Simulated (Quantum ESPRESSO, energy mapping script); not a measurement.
# CoO: J from the energies of magnetic orders, part 2 of 2

How strongly do the moments of CoO couple under PBE+U (3.5 eV), QE, GBRV? The plan is to run several orders and fit a Heisenberg model.

PBE with U = 3.5 eV on Co d, ortho-atomic projectors; plane waves, U on orthogonalised atomic orbitals unless named otherwise, collinear spin, no spin–orbit coupling.

So far. Step 4 (Parallel start in cell B (4 atoms)): The run ends ferromagnetic. For each magnetic atom its energy differs from the parallel run of the first cell by 0.15 meV, an error that one common reference would have brought in.

**6. Order 5: parallel, cell C of 6 atoms**

Level of this step: PBE with U = 3.5 eV on Co d, ortho-atomic projectors, GBRV potentials (Quantum ESPRESSO).

The parallel order again, as the reference for this cell.

File pw.in:

```
&control
  calculation = 'scf'
  prefix = 'pw'
  outdir = './tmp/'
  pseudo_dir = './pseudo/'
  verbosity = 'low'
/
&system
  ibrav = 0
  nat = 6
  ntyp = 2
  ecutwfc = 45
  ecutrho = 360
  nbnd = 55
  occupations = 'smearing'
  smearing = 'fd'
  degauss = 0.00367493
  nspin = 2
  starting_magnetization(1) = 0.1765
/
&electrons
  conv_thr = 1.5e-08
  electron_maxstep = 120
  mixing_beta = 0.3
  mixing_mode = 'plain'
/
ATOMIC_SPECIES
  Co 58.9332 Co.upf
  O 15.9990 O.upf
CELL_PARAMETERS angstrom
  0.00000000 -2.13150000 -2.13150000
  -4.26300000 0.00000000 0.00000000
  2.13150000 4.26300000 -2.13150000
ATOMIC_POSITIONS crystal
  Co 0.66666667 0.66666667 0.33333333
  Co 0.33333333 0.33333333 0.66666667
  Co 0.00000000 0.00000000 0.00000000
  O 0.66666667 0.16666667 0.33333333
  O 0.33333333 0.83333333 0.66666667
  O 0.00000000 0.50000000 0.00000000
K_POINTS automatic
  10 10 10 0 0 0
HUBBARD {ortho-atomic}
U Co-3d 3.5
```

Started as:

```
OMP_NUM_THREADS=1 mpirun -n 8 pw.x -nk 8 -in pw.in > pw.out
```

The program printed:

```text
[banner, memory and clock lines left out]
Program PWSCF v.7.5 starts
[...]
unit-cell volume          =     392.1063 (a.u.)^3
     number of atoms/cell      =            6
[...]
number of electrons       =        69.00
     number of Kohn-Sham states=           55
     kinetic-energy cutoff     =      45.0000  Ry
     charge density cutoff     =     360.0000  Ry
[...]
The total energy is F=E-TS. E is the sum of the following terms:
     one-electron contribution =    -548.72957218 Ry
     hartree contribution      =     314.40833882 Ry
     xc contribution           =    -120.11354437 Ry
     ewald contribution        =    -637.68858516 Ry
     Hubbard energy            =       0.34563430 Ry
     total magnetization       =     8.98 Bohr mag/cell
     absolute magnetization    =     9.07 Bohr mag/cell
     convergence has been achieved in  38 iterations
[key lines of the parts left out:]
!    total energy              =    -991.78559505 Ry
the Fermi energy is    13.1922 ev
```

Elapsed: 4.6 min, on 8 MPI ranks of Arm Neoverse V1, shared host; peak memory 1.5 GiB.

The run ends ferromagnetic. For each magnetic atom its energy differs from the parallel run of the first cell by 0.12 meV, an error that one common reference would have brought in.

**7. Run 6 (uncompensated ++−; cell C, 6 atoms)**

This order reverses 6.67 of the 12 neighbours at 3.01 Å, 2.67 of the 6 neighbours at 4.26 Å and 8 of the 24 neighbours at 5.22 Å, counted for an average magnetic atom.

Edit pw.in of step 6 so:

```diff
@@ -10,6 +10,6 @@
   nat = 6
-  ntyp = 2
+  ntyp = 3
   ecutwfc = 45
   ecutrho = 360
-  nbnd = 55
+  nbnd = 52
   occupations = 'smearing'
@@ -19,2 +19,3 @@
   starting_magnetization(1) = 0.1765
+  starting_magnetization(2) = -0.1765
 /
@@ -27,3 +28,4 @@
 ATOMIC_SPECIES
-  Co 58.9332 Co.upf
+  Co1 58.9332 Co.upf
+  Co2 58.9332 Co.upf
   O 15.9990 O.upf
@@ -34,5 +36,5 @@
 ATOMIC_POSITIONS crystal
-  Co 0.66666667 0.66666667 0.33333333
-  Co 0.33333333 0.33333333 0.66666667
-  Co 0.00000000 0.00000000 0.00000000
+  Co1 0.66666667 0.66666667 0.33333333
+  Co1 0.33333333 0.33333333 0.66666667
+  Co2 0.00000000 0.00000000 0.00000000
   O 0.66666667 0.16666667 0.33333333
@@ -43,2 +45,3 @@
 HUBBARD {ortho-atomic}
-U Co-3d 3.5
+U Co1-3d 3.5
+U Co2-3d 3.5
```

The program printed:

```text
[banner, memory and clock lines left out]
Program PWSCF v.7.5 starts
[...]
unit-cell volume          =     392.1063 (a.u.)^3
     number of atoms/cell      =            6
[...]
number of electrons       =        69.00
     number of Kohn-Sham states=           52
     kinetic-energy cutoff     =      45.0000  Ry
     charge density cutoff     =     360.0000  Ry
[...]
The total energy is F=E-TS. E is the sum of the following terms:
     one-electron contribution =    -548.99116248 Ry
     hartree contribution      =     314.86584757 Ry
     xc contribution           =    -120.26640645 Ry
     ewald contribution        =    -637.68858516 Ry
     Hubbard energy            =       0.12920657 Ry
     total magnetization       =     3.00 Bohr mag/cell
     absolute magnetization    =     8.47 Bohr mag/cell
     convergence has been achieved in  22 iterations
[key lines of the parts left out:]
!    total energy              =    -991.95110011 Ry
the Fermi energy is    13.7593 ev
```

Wall time 2.7 min (8 MPI ranks); peak memory 1.5 GiB; 22 min of CPU time.

The run ends ferrimagnetic, 768.44 meV a magnetic atom below the parallel order of its cell, a difference that unlike orbital or electronic states can set, not exchange alone.

**8. Order 7: parallel, cell D of 6 atoms**

A new cell needs its own zero of energy.

This run holds the same structure in another cell (b 4.263 → 3.014 Å, c 5.221 → 6.740 Å, α 114.1 → 102.9°, β 106.8 → 102.9°).

File pw.in:

```
&control
  calculation = 'scf'
  prefix = 'pw'
  outdir = './tmp/'
  pseudo_dir = './pseudo/'
  verbosity = 'low'
/
&system
  ibrav = 0
  nat = 6
  ntyp = 2
  ecutwfc = 45
  ecutrho = 360
  nbnd = 55
  occupations = 'smearing'
  smearing = 'fd'
  degauss = 0.00367493
  nspin = 2
  starting_magnetization(1) = 0.1765
/
&electrons
  conv_thr = 1.5e-08
  electron_maxstep = 120
  mixing_beta = 0.3
  mixing_mode = 'plain'
/
ATOMIC_SPECIES
  Co 58.9332 Co.upf
  O 15.9990 O.upf
CELL_PARAMETERS angstrom
  0.00000000 2.13150000 2.13150000
  0.00000000 2.13150000 -2.13150000
  -6.39450000 -2.13150000 0.00000000
ATOMIC_POSITIONS crystal
  Co 0.00000000 0.00000000 0.00000000
  Co 0.33333333 0.33333333 0.66666667
  Co 0.66666667 0.66666667 0.33333333
  O 0.83333333 0.83333333 0.66666667
  O 0.16666667 0.16666667 0.33333333
  O 0.50000000 0.50000000 0.00000000
K_POINTS automatic
  10 10 10 0 0 0
HUBBARD {ortho-atomic}
U Co-3d 3.5
```

The program printed:

```text
[banner, memory and clock lines left out]
Program PWSCF v.7.5 starts
[...]
unit-cell volume          =     392.1063 (a.u.)^3
     number of atoms/cell      =            6
[...]
number of electrons       =        69.00
     number of Kohn-Sham states=           55
     kinetic-energy cutoff     =      45.0000  Ry
     charge density cutoff     =     360.0000  Ry
[...]
The total energy is F=E-TS. E is the sum of the following terms:
     one-electron contribution =    -548.73018818 Ry
     hartree contribution      =     314.40888089 Ry
     xc contribution           =    -120.11342961 Ry
     ewald contribution        =    -637.68858516 Ry
     Hubbard energy            =       0.34561318 Ry
     total magnetization       =     8.98 Bohr mag/cell
     absolute magnetization    =     9.06 Bohr mag/cell
     convergence has been achieved in  21 iterations
[key lines of the parts left out:]
!    total energy              =    -991.78559485 Ry
the Fermi energy is    13.1920 ev
```

It took 89 s on 8 MPI ranks; peak memory 1.2 GiB.

The run ends ferromagnetic. For each magnetic atom its energy differs from the parallel run of the first cell by 0.16 meV, an error that one common reference would have brought in.

**9. Run 8 (uncompensated ++−; cell D, 6 atoms)**

This order reverses 5.33 of the 12 neighbours at 3.01 Å, 1.33 of the 6 neighbours at 4.26 Å and 16 of the 24 neighbours at 5.22 Å, counted for an average magnetic atom.

Edit pw.in of step 8 so:

```diff
@@ -10,6 +10,6 @@
   nat = 6
-  ntyp = 2
+  ntyp = 3
   ecutwfc = 45
   ecutrho = 360
-  nbnd = 55
+  nbnd = 52
   occupations = 'smearing'
@@ -19,2 +19,3 @@
   starting_magnetization(1) = 0.1765
+  starting_magnetization(2) = -0.1765
 /
@@ -27,3 +28,4 @@
 ATOMIC_SPECIES
-  Co 58.9332 Co.upf
+  Co1 58.9332 Co.upf
+  Co2 58.9332 Co.upf
   O 15.9990 O.upf
@@ -34,5 +36,5 @@
 ATOMIC_POSITIONS crystal
-  Co 0.00000000 0.00000000 0.00000000
-  Co 0.33333333 0.33333333 0.66666667
-  Co 0.66666667 0.66666667 0.33333333
+  Co1 0.00000000 0.00000000 0.00000000
+  Co1 0.33333333 0.33333333 0.66666667
+  Co2 0.66666667 0.66666667 0.33333333
   O 0.83333333 0.83333333 0.66666667
@@ -43,2 +45,3 @@
 HUBBARD {ortho-atomic}
-U Co-3d 3.5
+U Co1-3d 3.5
+U Co2-3d 3.5
```

The program printed:

```text
[banner, memory and clock lines left out]
Program PWSCF v.7.5 starts
[...]
unit-cell volume          =     392.1063 (a.u.)^3
     number of atoms/cell      =            6
[...]
number of electrons       =        69.00
     number of Kohn-Sham states=           52
     kinetic-energy cutoff     =      45.0000  Ry
     charge density cutoff     =     360.0000  Ry
[...]
The total energy is F=E-TS. E is the sum of the following terms:
     one-electron contribution =    -549.18519450 Ry
     hartree contribution      =     314.85909812 Ry
     xc contribution           =    -120.09882672 Ry
     ewald contribution        =    -637.68858516 Ry
     Hubbard energy            =       0.34128975 Ry
     total magnetization       =     2.97 Bohr mag/cell
     absolute magnetization    =     8.23 Bohr mag/cell
     convergence has been achieved in  24 iterations
[key lines of the parts left out:]
!    total energy              =    -991.78120216 Ry
the Fermi energy is    13.1403 ev
```

Run time: 2 min. Hardware: 8 MPI ranks; peak memory 1.2 GiB.

The run ends ferrimagnetic, 22.41 meV a magnetic atom above the parallel order of its cell, a difference that unlike orbital or electronic states can set, not exchange alone (energies taken at zero occupation width, not the printed F).

**10. Order 9: parallel, cell E of 6 atoms**

A new cell needs its own zero of energy.

This run holds the same structure in another cell (c 6.740 → 7.384 Å, α 102.9 → 90.0°, β 102.9 → 90.0°, γ 90.0 → 120.0°).

File pw.in:

```
&control
  calculation = 'scf'
  prefix = 'pw'
  outdir = './tmp/'
  pseudo_dir = './pseudo/'
  verbosity = 'low'
/
&system
  ibrav = 0
  nat = 6
  ntyp = 2
  ecutwfc = 45
  ecutrho = 360
  nbnd = 55
  occupations = 'smearing'
  smearing = 'fd'
  degauss = 0.00367493
  nspin = 2
  starting_magnetization(1) = 0.1765
/
&electrons
  conv_thr = 1.5e-08
  electron_maxstep = 120
  mixing_beta = 0.3
  mixing_mode = 'plain'
/
ATOMIC_SPECIES
  Co 58.9332 Co.upf
  O 15.9990 O.upf
CELL_PARAMETERS angstrom
  0.00000000 2.13150000 2.13150000
  -2.13150000 0.00000000 -2.13150000
  -4.26300000 -4.26300000 4.26300000
ATOMIC_POSITIONS crystal
  Co 0.00000000 0.00000000 0.00000000
  Co 0.33333333 0.66666667 0.66666667
  Co 0.66666667 0.33333333 0.33333333
  O 0.66666667 0.33333333 0.83333333
  O 0.00000000 0.00000000 0.50000000
  O 0.33333333 0.66666667 0.16666667
K_POINTS automatic
  11 11 4 0 0 0
HUBBARD {ortho-atomic}
U Co-3d 3.5
```

The program printed:

```text
[banner, memory and clock lines left out]
Program PWSCF v.7.5 starts
[...]
unit-cell volume          =     392.1063 (a.u.)^3
     number of atoms/cell      =            6
[...]
number of electrons       =        69.00
     number of Kohn-Sham states=           55
     kinetic-energy cutoff     =      45.0000  Ry
     charge density cutoff     =     360.0000  Ry
[...]
The total energy is F=E-TS. E is the sum of the following terms:
     one-electron contribution =    -548.72946623 Ry
     hartree contribution      =     314.40812323 Ry
     xc contribution           =    -120.11343495 Ry
     ewald contribution        =    -637.68858516 Ry
     Hubbard energy            =       0.34563516 Ry
     total magnetization       =     8.98 Bohr mag/cell
     absolute magnetization    =     9.06 Bohr mag/cell
     convergence has been achieved in  23 iterations
[key lines of the parts left out:]
!    total energy              =    -991.78559593 Ry
the Fermi energy is    13.1913 ev
```

The job ended after 57 s (8 MPI ranks; peak memory 1 GiB).

The run ends ferromagnetic. For each magnetic atom its energy differs from the parallel run of the first cell by 0.12 meV, an error that one common reference would have brought in.

**11. Order 10: uncompensated ++−, cell E of 6 atoms**

This order reverses 4 of the 12 neighbours at 3.01 Å, 4 of the 6 neighbours at 4.26 Å and 12 of the 24 neighbours at 5.22 Å, counted for an average magnetic atom.

Edit pw.in of step 10 so:

```diff
@@ -10,6 +10,6 @@
   nat = 6
-  ntyp = 2
+  ntyp = 3
   ecutwfc = 45
   ecutrho = 360
-  nbnd = 55
+  nbnd = 52
   occupations = 'smearing'
@@ -19,2 +19,3 @@
   starting_magnetization(1) = 0.1765
+  starting_magnetization(2) = -0.1765
 /
@@ -27,3 +28,4 @@
 ATOMIC_SPECIES
-  Co 58.9332 Co.upf
+  Co1 58.9332 Co.upf
+  Co2 58.9332 Co.upf
   O 15.9990 O.upf
@@ -34,5 +36,5 @@
 ATOMIC_POSITIONS crystal
-  Co 0.00000000 0.00000000 0.00000000
-  Co 0.33333333 0.66666667 0.66666667
-  Co 0.66666667 0.33333333 0.33333333
+  Co1 0.00000000 0.00000000 0.00000000
+  Co1 0.33333333 0.66666667 0.66666667
+  Co2 0.66666667 0.33333333 0.33333333
   O 0.66666667 0.33333333 0.83333333
@@ -43,2 +45,3 @@
 HUBBARD {ortho-atomic}
-U Co-3d 3.5
+U Co1-3d 3.5
+U Co2-3d 3.5
```

The program printed:

```text
[banner, memory and clock lines left out]
Program PWSCF v.7.5 starts
[...]
unit-cell volume          =     392.1063 (a.u.)^3
     number of atoms/cell      =            6
[...]
number of electrons       =        69.00
     number of Kohn-Sham states=           52
     kinetic-energy cutoff     =      45.0000  Ry
     charge density cutoff     =     360.0000  Ry
[...]
The total energy is F=E-TS. E is the sum of the following terms:
     one-electron contribution =    -548.91865480 Ry
     hartree contribution      =     314.55927539 Ry
     xc contribution           =    -120.09060426 Ry
     ewald contribution        =    -637.68858516 Ry
     Hubbard energy            =       0.35424543 Ry
     total magnetization       =     3.00 Bohr mag/cell
     absolute magnetization    =     8.43 Bohr mag/cell
     convergence has been achieved in  25 iterations
[key lines of the parts left out:]
!    total energy              =    -991.79197138 Ry
the Fermi energy is    13.1820 ev
```

It took 73 s on 8 MPI ranks; peak memory 1.1 GiB; 9.7 min of CPU time.

The run ends ferrimagnetic, 29.41 meV a magnetic atom below the parallel order of its cell, a difference that unlike orbital or electronic states can set, not exchange alone (energies taken at zero occupation width, not the printed F).

**12. From energies to couplings**

Each energy difference is a sum of couplings weighted by the pairs that the order reverses. A few near shells are fitted to the differences by least squares. Energies are those extrapolated to zero occupation width, not the free energies F.

The orders side by side; each is measured from the parallel order in the same cell and on the same mesh:

```csv
order,atoms,energy (meV a magnetic atom),moments (μB),moments kept as typed,"opposed neighbours at 3.01, 4.26, 5.22 Å"
parallel in cell A,4,0.00,2.61,yes,"0, 0, 0"
compensated +− in cell A,4,44.94,2.38,yes,"8, 0, 16"
parallel in cell B,4,0.00,2.61,yes,"0, 0, 0"
compensated +− in cell B,4,-40.80,2.55,yes,"6, 6, 12"
parallel in cell C,6,0.00,2.61,yes,"0, 0, 0"
uncompensated ++− in cell C,6,-768.44,2.57 to 2.58,yes,"6.67, 2.67, 8"
parallel in cell D,6,0.00,2.61,yes,"0, 0, 0"
uncompensated ++− in cell D,6,22.41,2.45 to 2.53,yes,"5.33, 1.33, 16"
parallel in cell E,6,0.00,2.61,yes,"0, 0, 0"
uncompensated ++− in cell E,6,-29.41,2.54 to 2.58,yes,"4, 4, 12"
```

Couplings from the energies, with E = −Σ J e·e over ordered pairs:

| pair | distance (Å) | neighbours | J (meV) |
| --- | --- | --- | --- |
| Co–Co | 3.01 | 12 | -62.0 |
| Co–Co | 4.26 | 6 | -6.51 |
| Co–Co | 5.22 | 24 | 32.5 |
| Co–Co | 6.03 | 12 | -32.0 |

**13. Summary of results**

* couplings: not to be trusted

**Reading.** The warning signs here (some orders are gapless and others have a gap; open shells started apart) can come from unlike orbital states, and these open shells were not started from one set of occupation matrices, so the fitted couplings are not taken as the crystal's.

[Logs and program files are shortened in this print: banners, set-up blocks, solver, clock and traceback lines can be left out without a mark of their own.]

[Logs are printed without paths, hosts, clocks, repeated set-up lines and the standing remarks that a program may print on its own settings, such as how far it seeks lower states.]

[Hosts, paths, dates, database ids (printed as entryN), source tags and the programs' standing remarks are cut or masked in the printed files.]

[Where a cell is said to come from a database of computed structures, the database is the Materials Project.]
